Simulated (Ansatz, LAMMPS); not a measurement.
# Glassy 68SiO2-14MgO-11ZnO-7BaO (mol %) (75 atoms) under strain, part 3 of 3

Aim: relax glassy 68SiO2-14MgO-11ZnO-7BaO (mol %) (75 atoms), then change its volume and shape to read moduli from the stress.

Ansatz 0.2.0; Kohn-Sham DFT, PBE, PAW (set soft_2), plane waves.

The cell: 19 Si, 4 Mg, 3 Zn, 2 Ba and 47 O. The quench rate of 25 K/ps far exceeds what a furnace or splat quench reaches. The starting topology of bonds comes from the classical model. The Brillouin zone is sampled at Γ only. The levels lack spin–orbit coupling.

So far. Step 5 (Volume -3 %): The relaxation converged after 9 steps, 0.281 eV below its start, with a largest force component of 0.048 eV/Å. Step 5 (Volume -3 %): Volume -3 %: the energy stands 0.189 eV above that of the reference, at a pressure of 1.97 GPa.

## (6) Volume +3 %

The relaxed cell is scaled to another volume.

Input and log are left out; they have the form of those shown for this kind of step.

The job ended after 1.9 min (4 threads of Arm Neoverse V1, shared host; peak memory 1.3 GiB).

The relaxation converged after 9 steps, 0.240 eV below its start, with a largest force component of 0.050 eV/Å.

Volume +3 %: the energy stands 0.185 eV above that of the reference, at a pressure of -1.82 GPa.

## (7) Volume -6 %

The relaxed cell is scaled to another volume.

Input and log are left out; they have the form of those shown for this kind of step.

The job ended after 2.7 min (4 threads of Arm Neoverse V1, shared host; peak memory 1.2 GiB).

The relaxation converged after 13 steps, 1.21 eV below its start, with a largest force component of 0.037 eV/Å.

Volume -6 %: the energy stands 0.772 eV above that of the reference, at a pressure of 4.03 GPa.

## (8) Volume +6 %

The relaxed cell is scaled to another volume.

Input and log are left out; they have the form of those shown for this kind of step.

The job ended after 1.7 min (4 threads of Arm Neoverse V1, shared host; peak memory 1.3 GiB; 6.3 min of CPU time).

The relaxation converged after 8 steps, 0.907 eV below its start, with a largest force component of 0.036 eV/Å.

Volume +6 %: the energy stands 0.697 eV above that of the reference, at a pressure of -3.46 GPa.

## (9) Volume -10 %

The relaxed cell is scaled to another volume.

Input and log are left out; they have the form of those shown for this kind of step.

Run time: 2.4 min. Hardware: 4 threads of Arm Neoverse V1, shared host; peak memory 1.2 GiB.

The relaxation converged after 12 steps, 3.72 eV below its start, with a largest force component of 0.037 eV/Å.

Volume -10 %: the energy stands 2.18 eV above that of the reference, at a pressure of 6.83 GPa.

## (10) Stretched by 1 % along x

The relaxed cell is strained along x alone, which gives the stiffness along x and its coupling to y and z.

The input, input.yaml:

```yaml
crystal:
  lattice:
    - [10.08683, -0.21448, 0.08653]
    - [-0.21662, 10.19682, 0.15589]
    - [0.0874, 0.15589, 10.23487]
  atoms:
    [... the 75 atom lines of step 4 ...]
kpoints:
  mp_grid: { grid: [1, 1, 1] }
hamiltonian:
  xc: pbe
scf:
  occupations: { method: fixed }
output:
  forces: true
  eigenvalues: true
  stress: true
relax:
  f_tol: 0.05
  max_steps: 70
```

On the command line:

```console
$ ansatz run input.yaml --threads 4 --pin off --max-ram 8192MiB --backend cpu --events-out ev --progress --plain --runs-dir out
```

Numbers of over 12 decimals in the logs are rounded to 6 here.

Log:

```text
[...]
Crystal: 75 atoms, lattice volume = 1051.890 Å³
Basis set: ecut = 420 eV, 20561 PW (Γ), exchange–correlation on 144×144×144 points (8 copies of the dense FFT grid, shifted against one another)
Bands: 302, of which v1, the nominal top of the filled ones, is band 227 counted from 1 (226 counted from 0)
Symmetry: 1 space group operations
[...]
k-points: 1
[...]
SCF iter   1: F=—  HF=-68381.505459 eV  |F-HF|=—  |Δ(HF+E_count)|=         —  Δρ=1.86e-3  dr2=4.28e-2  ethr=1.77e-3  ⟨swp⟩=4.0  Hψ=1160  notcnv=0  defer=73
[...]
SCF iter   5: F=—  HF=-68381.511493 eV  |F-HF|=—  |Δ(HF+E_count)|=   4.90e-5  Δρ=8.71e-5  dr2=7.29e-5  ethr=5.38e-8  ⟨swp⟩=2.0  Hψ=458  notcnv=0  defer=73
SCF iter   6: F=-68381.511494 eV  HF=-68381.511497 eV  |F-HF|=3.36e-6  |Δ(HF+E_count)|=   4.54e-6  Δρ=3.43e-5  dr2=1.04e-5  ethr=1.38e-8  ⟨swp⟩=21.0  Hψ=2166  notcnv=0
SCF 1 converged in 6 iterations: F = -68381.511494 eV  dr2 = 1.04e-5
[...]
relax step   1: F+E_penalty+E_count = -68381.51149411 eV  Δ(F+E_penalty+E_count) = +0.000e0 eV  max|allowed force component| = 4.366e-1 eV/Å  Δτ_max = 0.0000 Å  (6 SCF iters, dr2 threshold 6.25e-5 eV, accepted)
[...]
relax step   2: F+E_penalty+E_count = -68381.53936000 eV  Δ(F+E_penalty+E_count) = -2.787e-2 eV  max|allowed force component| = 2.277e-1 eV/Å  Δτ_max = 0.0394 Å  (6 SCF iters, dr2 threshold 1.19e-5 eV, accepted)
[...]
relax step   3: F+E_penalty+E_count = -68381.55613172 eV  Δ(F+E_penalty+E_count) = -1.677e-2 eV  max|allowed force component| = 1.148e-1 eV/Å  Δτ_max = 0.0357 Å  (6 SCF iters, dr2 threshold 3.24e-6 eV, accepted)
relax step   4: F+E_penalty+E_count = -68381.56048170 eV  Δ(F+E_penalty+E_count) = -4.350e-3 eV  max|allowed force component| = 7.386e-2 eV/Å  Δτ_max = 0.0237 Å  (6 SCF iters, dr2 threshold 3.35e-6 eV, accepted)
relax step   5: F+E_penalty+E_count = -68381.56192949 eV  Δ(F+E_penalty+E_count) = -1.448e-3 eV  max|allowed force component| = 1.489e-1 eV/Å  Δτ_max = 0.0471 Å  (8 SCF iters, accepted)
relax step   6: F+E_penalty+E_count = -68381.56504605 eV  Δ(F+E_penalty+E_count) = -3.117e-3 eV  max|allowed force component| = 3.653e-2 eV/Å  Δτ_max = 0.0250 Å  (4 SCF iters, dr2 threshold 9.18e-6 eV, accepted)
[...]
relax step   7: F+E_penalty+E_count = -68381.56504725 eV  Δ(F+E_penalty+E_count) = -1.207e-6 eV  max|allowed force component| = 3.683e-2 eV/Å  Δτ_max = 0.0000 Å  (4 SCF iters, accepted)
SCF converged after 4 iterations
Free energy (F): -68381.565047 eV
[...]
Internal energy: -68381.565047 eV  (E = F + TS)
E sigma→0 (E₀):  -68381.565047 eV
Fermi energy:    3.817592 eV
[...]
Σ components = -68381.565047   (vs F -68381.565047, Δ=0.00e0)
--- Forces (eV/Å), atoms counted from 1 ---
  atom   1  Si    -0.01241538    -0.00258798     0.01718104
  atom   2  Si    -0.00965792    -0.00202443     0.01930230
  atom   3  Si    -0.00716999     0.00796573     0.00181778
  atom   4  Si    -0.02036381     0.00364809     0.00191506
[...]
atom  75  O     -0.00456228     0.00157827    -0.00601051
  max |Σ_I F_I| component: 2.74e-4 eV/Å
--- Stress (GPa, compression-positive) ---
       -1.382827      -0.051447      -0.013121
       -0.051447      -0.402199       0.045832
       -0.013123       0.045832      -0.378309
  P = ⅓ Tr σ = -0.7211 GPa (-7.211 kbar)
--- Band table (eV) ---
[...]
--- Relaxed structure (7 steps of the walk, 7 accepted, 0 SCFs on fresh bases) ---
  F+E_penalty+E_count = -68381.56504725 eV   max|allowed force component| = 3.683e-2 eV/Å
  atoms:
    - { symbol: Si, position: [0.086400, 0.035176, 0.960253] }
    - { symbol: Si, position: [0.462804, 0.237195, 0.571152] }
    - { symbol: Si, position: [0.352149, 0.523070, 0.483995] }
    - { symbol: Si, position: [0.163448, 0.190267, 0.687284] }
[...]
- { symbol: O, position: [0.686972, 0.958163, 0.831841] }
```

Run time: 79 s. Hardware: 4 threads of Arm Neoverse V1, shared host; peak memory 1.3 GiB; 5 min of CPU time.

The relaxation converged after 7 steps, 0.0536 eV below its start, with a largest force component of 0.037 eV/Å.

Stretched by 1 % along x: the energy stands 0.0436 eV above that of the reference, at a pressure of -0.721 GPa.

## (11) Compressed by 1 % along x

The relaxed cell is strained along x alone, which gives the stiffness along x and its coupling to y and z.

input.yaml, the sections that differ from step 10:

```yaml
crystal:
  lattice:
    - [9.88709, -0.21448, 0.08653]
    - [-0.21234, 10.19682, 0.15589]
    - [0.08566, 0.15589, 10.23487]
  atoms:
    [... the 75 atom lines of step 4 ...]
# kpoints, hamiltonian, scf, output, relax: as in step 10
```

Log:

```text
[...]
Crystal: 75 atoms, lattice volume = 1031.060 Å³
Basis set: ecut = 420 eV, 20145 PW (Γ), exchange–correlation on 144×144×144 points (8 copies of the dense FFT grid, shifted against one another)
Bands: 302, of which v1, the nominal top of the filled ones, is band 227 counted from 1 (226 counted from 0)
Symmetry: 1 space group operations
[...]
k-points: 1
[...]
SCF iter   1: F=—  HF=-68381.497872 eV  |F-HF|=—  |Δ(HF+E_count)|=         —  Δρ=1.89e-3  dr2=4.26e-2  ethr=1.77e-3  ⟨swp⟩=4.0  Hψ=1156  notcnv=0  defer=72
[...]
SCF iter   6: F=-68381.504544 eV  HF=-68381.504546 eV  |F-HF|=1.77e-6  |Δ(HF+E_count)|=   2.05e-6  Δρ=3.31e-5  dr2=9.51e-6  ethr=1.38e-8  ⟨swp⟩=19.0  Hψ=2408  notcnv=0
SCF 1 converged in 6 iterations: F = -68381.504544 eV  dr2 = 9.51e-6
[...]
relax step   1: F+E_penalty+E_count = -68381.50454374 eV  Δ(F+E_penalty+E_count) = +0.000e0 eV  max|allowed force component| = 4.685e-1 eV/Å  Δτ_max = 0.0000 Å  (6 SCF iters, dr2 threshold 6.25e-5 eV, accepted)
[...]
relax step   2: F+E_penalty+E_count = -68381.53483518 eV  Δ(F+E_penalty+E_count) = -3.029e-2 eV  max|allowed force component| = 2.660e-1 eV/Å  Δτ_max = 0.0380 Å  (6 SCF iters, dr2 threshold 1.37e-5 eV, accepted)
[...]
relax step   3: F+E_penalty+E_count = -68381.55262411 eV  Δ(F+E_penalty+E_count) = -1.779e-2 eV  max|allowed force component| = 1.232e-1 eV/Å  Δτ_max = 0.0392 Å  (6 SCF iters, dr2 threshold 4.42e-6 eV, accepted)
relax step   4: F+E_penalty+E_count = -68381.55735001 eV  Δ(F+E_penalty+E_count) = -4.726e-3 eV  max|allowed force component| = 6.345e-2 eV/Å  Δτ_max = 0.0289 Å  (5 SCF iters, dr2 threshold 3.25e-6 eV, accepted)
relax step   5: F+E_penalty+E_count = -68381.54877750 eV  Δ(F+E_penalty+E_count) = +8.573e-3 eV  max|allowed force component| = 1.208e-1 eV/Å  Δτ_max = 0.0534 Å  (9 SCF iters, rejected (line search))
[...]
relax step   6: F+E_penalty+E_count = -68381.56199572 eV  Δ(F+E_penalty+E_count) = -4.646e-3 eV  max|allowed force component| = 2.453e-2 eV/Å  Δτ_max = 0.0173 Å  (8 SCF iters, accepted)
SCF converged after 8 iterations
Free energy (F): -68381.561996 eV
[...]
Internal energy: -68381.561996 eV  (E = F + TS)
E sigma→0 (E₀):  -68381.561996 eV
Fermi energy:    4.054925 eV
[...]
--- Forces (eV/Å), atoms counted from 1 ---
  atom   1  Si     0.01009576     0.00797190     0.00050216
  atom   2  Si     0.00284688     0.00683874     0.01073332
  atom   3  Si     0.00541080    -0.00143341     0.00192648
  atom   4  Si     0.01000522     0.00644656    -0.00066441
  atom   5  Si    -0.00731665    -0.01162994    -0.00983327
  atom   6  Si     0.00050864    -0.00488469     0.00222275
  atom   7  Si    -0.00077737     0.02453160     0.00521667
  atom   8  Si     0.00874538     0.00192820     0.00360183
  atom   9  Si    -0.00069492    -0.00063419     0.00863104
  atom  10  Si    -0.00338890    -0.00749849    -0.00698144
  atom  11  Si    -0.00509729    -0.00898101     0.00220232
  atom  12  Si    -0.01007680    -0.00535964     0.00934538
  atom  13  Si    -0.01973987     0.00194053    -0.00266695
  atom  14  Si    -0.01558393    -0.01476969     0.00532087
[...]
atom  74  O      0.00291249     0.00055778    -0.00415497
  atom  75  O     -0.00070161     0.00071464     0.00279223
  max |Σ_I F_I| component: 1.07e-4 eV/Å
--- Stress (GPa, compression-positive) ---
        1.423155       0.020844       0.022546
        0.020844       0.407222      -0.017943
        0.022544      -0.017944       0.384277
  P = ⅓ Tr σ = 0.7382 GPa (7.382 kbar)
--- Band table (eV) ---
[...]
--- Relaxed structure (6 steps of the walk, 5 accepted, 0 SCFs on fresh bases) ---
  F+E_penalty+E_count = -68381.56199572 eV   max|allowed force component| = 2.453e-2 eV/Å
  atoms:
    - { symbol: Si, position: [0.083913, 0.035211, 0.960090] }
    - { symbol: Si, position: [0.464265, 0.237925, 0.572398] }
    - { symbol: Si, position: [0.350843, 0.520829, 0.483073] }
    - { symbol: Si, position: [0.161363, 0.189215, 0.687395] }
[...]
- { symbol: O, position: [0.682997, 0.958704, 0.832889] }
```

Wall time 70 s (4 threads); peak memory 1.3 GiB.

The relaxation converged after 6 steps, 0.0575 eV below its start, with a largest force component of 0.025 eV/Å.

Compressed by 1 % along x: the energy stands 0.0466 eV above that of the reference, at a pressure of 0.738 GPa.

## (12) Sheared by 2 % in xy

A shear of the relaxed cell gives the modulus that volume changes can't reach.

input.yaml, the sections that differ from step 11:

```yaml
crystal:
  lattice:
    - [9.98482, -0.11461, 0.08653]
    - [-0.11251, 10.19468, 0.15589]
    - [0.08809, 0.15676, 10.23487]
  atoms:
    [... the 75 atom lines of step 4 ...]
# kpoints, hamiltonian, scf, output, relax: as in step 11
```

Log:

```text
[...]
Crystal: 75 atoms, lattice volume = 1041.372 Å³
Basis set: ecut = 420 eV, 20379 PW (Γ), exchange–correlation on 144×144×144 points (8 copies of the dense FFT grid, shifted against one another)
Bands: 302, of which v1, the nominal top of the filled ones, is band 227 counted from 1 (226 counted from 0)
Symmetry: 1 space group operations
[...]
k-points: 1
[...]
SCF iter   1: F=—  HF=-68381.470273 eV  |F-HF|=—  |Δ(HF+E_count)|=         —  Δρ=1.87e-3  dr2=4.17e-2  ethr=1.77e-3  ⟨swp⟩=4.0  Hψ=1161  notcnv=0  defer=72
[...]
SCF iter   5: F=—  HF=-68381.476801 eV  |F-HF|=—  |Δ(HF+E_count)|=   4.86e-5  Δρ=8.51e-5  dr2=6.77e-5  ethr=5.10e-8  ⟨swp⟩=2.0  Hψ=454  notcnv=0  defer=73
SCF iter   6: F=-68381.476803 eV  HF=-68381.476806 eV  |F-HF|=2.23e-6  |Δ(HF+E_count)|=   4.16e-6  Δρ=3.26e-5  dr2=9.09e-6  ethr=1.38e-8  ⟨swp⟩=19.0  Hψ=2451  notcnv=0
SCF 1 converged in 6 iterations: F = -68381.476803 eV  dr2 = 9.09e-6
[...]
relax step   1: F+E_penalty+E_count = -68381.47680340 eV  Δ(F+E_penalty+E_count) = +0.000e0 eV  max|allowed force component| = 5.962e-1 eV/Å  Δτ_max = 0.0000 Å  (6 SCF iters, dr2 threshold 6.25e-5 eV, accepted)
[...]
relax step   2: F+E_penalty+E_count = -68381.52120113 eV  Δ(F+E_penalty+E_count) = -4.440e-2 eV  max|allowed force component| = 3.148e-1 eV/Å  Δτ_max = 0.0449 Å  (6 SCF iters, dr2 threshold 2.22e-5 eV, accepted)
[...]
relax step   3: F+E_penalty+E_count = -68381.54979046 eV  Δ(F+E_penalty+E_count) = -2.859e-2 eV  max|allowed force component| = 1.022e-1 eV/Å  Δτ_max = 0.0496 Å  (6 SCF iters, dr2 threshold 6.19e-6 eV, accepted)
relax step   4: F+E_penalty+E_count = -68381.55446129 eV  Δ(F+E_penalty+E_count) = -4.671e-3 eV  max|allowed force component| = 5.850e-2 eV/Å  Δτ_max = 0.0299 Å  (8 SCF iters, accepted)
relax step   5: F+E_penalty+E_count = -68381.53072806 eV  Δ(F+E_penalty+E_count) = +2.373e-2 eV  max|allowed force component| = 2.574e-1 eV/Å  Δτ_max = 0.1029 Å  (9 SCF iters, rejected (line search))
[...]
relax step   6: F+E_penalty+E_count = -68381.56176563 eV  Δ(F+E_penalty+E_count) = -7.304e-3 eV  max|allowed force component| = 3.366e-2 eV/Å  Δτ_max = 0.0421 Å  (9 SCF iters, accepted)
SCF converged after 9 iterations
Free energy (F): -68381.561766 eV
[...]
Internal energy: -68381.561766 eV  (E = F + TS)
E sigma→0 (E₀):  -68381.561766 eV
Fermi energy:    3.927341 eV
[...]
Σ components = -68381.561766   (vs F -68381.561766, Δ=0.00e0)
--- Forces (eV/Å), atoms counted from 1 ---
  atom   1  Si     0.00117831     0.02709066    -0.00235996
  atom   2  Si    -0.01681360    -0.01153784     0.00179876
  atom   3  Si    -0.00736640     0.02089526    -0.00604693
  atom   4  Si     0.01800936     0.00088213    -0.01048614
[...]
atom  75  O      0.00039252    -0.00021449     0.01291745
  max |Σ_I F_I| component: 1.13e-4 eV/Å
--- Stress (GPa, compression-positive) ---
       -0.110126      -0.787591       0.074967
       -0.787591       0.064047      -0.000575
        0.074966      -0.000576      -0.030772
  P = ⅓ Tr σ = -0.0256 GPa (-0.256 kbar)
--- Band table (eV) ---
[...]
--- Relaxed structure (6 steps of the walk, 5 accepted, 0 SCFs on fresh bases) ---
  F+E_penalty+E_count = -68381.56176563 eV   max|allowed force component| = 3.366e-2 eV/Å
  atoms:
    - { symbol: Si, position: [0.085466, 0.035838, 0.960013] }
    - { symbol: Si, position: [0.464514, 0.238113, 0.571427] }
    - { symbol: Si, position: [0.352646, 0.524225, 0.484869] }
    - { symbol: Si, position: [0.163119, 0.189277, 0.686490] }
[...]
- { symbol: O, position: [0.685316, 0.962261, 0.832321] }
```

Run time: 75 s. Hardware: 4 threads; peak memory 1.3 GiB.

The relaxation converged after 6 steps, 0.0850 eV below its start, with a largest force component of 0.034 eV/Å.

Sheared by 2 % in xy: the energy stands 0.0468 eV above that of the reference, at a pressure of -0.0256 GPa.

## (13) Pressure against volume

Atoms are relaxed at each volume, in the scaled cell.

| volume change (%) | volume (Å³/atom) | energy change (meV/atom) | pressure (GPa) | largest move on relaxing (Å) | bonds | gap (eV) |
| --- | --- | --- | --- | --- | --- | --- |
| -10 | 12.498 | 29.10 | 6.83 | 0.52 | - | 3.74 |
| -6 | 13.053 | 10.29 | 4.03 | 0.22 | - | 3.66 |
| -3 | 13.470 | 2.52 | 1.97 | 0.12 | - | 3.59 |
| +0 | 13.886 | 0.00 | 0.01 | - | - | 3.52 |
| +3 | 14.303 | 2.47 | -1.82 | 0.12 | - | 3.46 |
| +6 | 14.720 | 9.29 | -3.46 | 0.22 | - | 3.41 |

## (14) Uniaxial strain and shear

Stress (GPa, compression positive) less that of the relaxed cell, atoms relaxed:

| strain | xx | yy | zz | xy | energy change (meV/atom) |
| --- | --- | --- | --- | --- | --- |
| stretched by 1 % along x | -1.389 | -0.408 | -0.392 | -0.037 | 0.58 |
| compressed by 1 % along x | 1.417 | 0.402 | 0.371 | 0.035 | 0.62 |
| sheared by 2 % in xy | -0.116 | 0.059 | -0.044 | -0.773 | 0.62 |

## (15) Outcome

The bulk modulus, from the slope of pressure against ln V over the three points nearest the relaxed volume, is 63.2 GPa; between neighbouring points the slope runs 64, 66, 64, 62 and 57 GPa from the smallest volume up, without a steady fall, so no pressure derivative is given. At -10 % some atom moved by over 0.5 Å on relaxing, so that point may sit in another local minimum. The gap goes from 3.74 eV at the smallest volume to 3.41 eV at the largest, -2.0 eV per unit of ln V by a straight line, on the run's k-points. In the Cartesian axes of the cell, finite differences give C11 = 140, C12 = 40.5, C13 = 38.1 and C66 = 38.7 GPa (the shear of 2 % is the engineering strain, εxy = 0.01). The mean of C11, C12 and C13, which equals the bulk modulus in a cubic or isotropic solid, is 73.0 GPa: it lies 15 % over the bulk modulus from the volumes. For an isotropic solid C66 would equal (C11 − C12)/2 = 49.9 GPa; so small a sample needn't be isotropic, and C66 rests on one shear. With the bulk modulus and C66 as K and G, Young's modulus would be about 96 GPa and Poisson's ratio 0.25.

Caveats: Strains are finite and relaxations stop at the force tolerance of the input, which can leave moduli too stiff; they are those of a static cell at zero temperature. Volumes are changed with the cell's shape held, so in an anisotropic solid the modulus lies over the one under free hydrostatic load. The program notes that the SCF threshold of the relaxations is loose for the stress.

The DFT runs together took 20 min of wall time.

[Logs are printed without paths, hosts, clocks, repeated set-up lines and the standing remarks that a program may print on its own settings, such as how far it seeks lower states.]

[Hosts, paths, dates, database ids (printed as entryN), source tags and the programs' standing remarks are cut or masked in the printed files.]
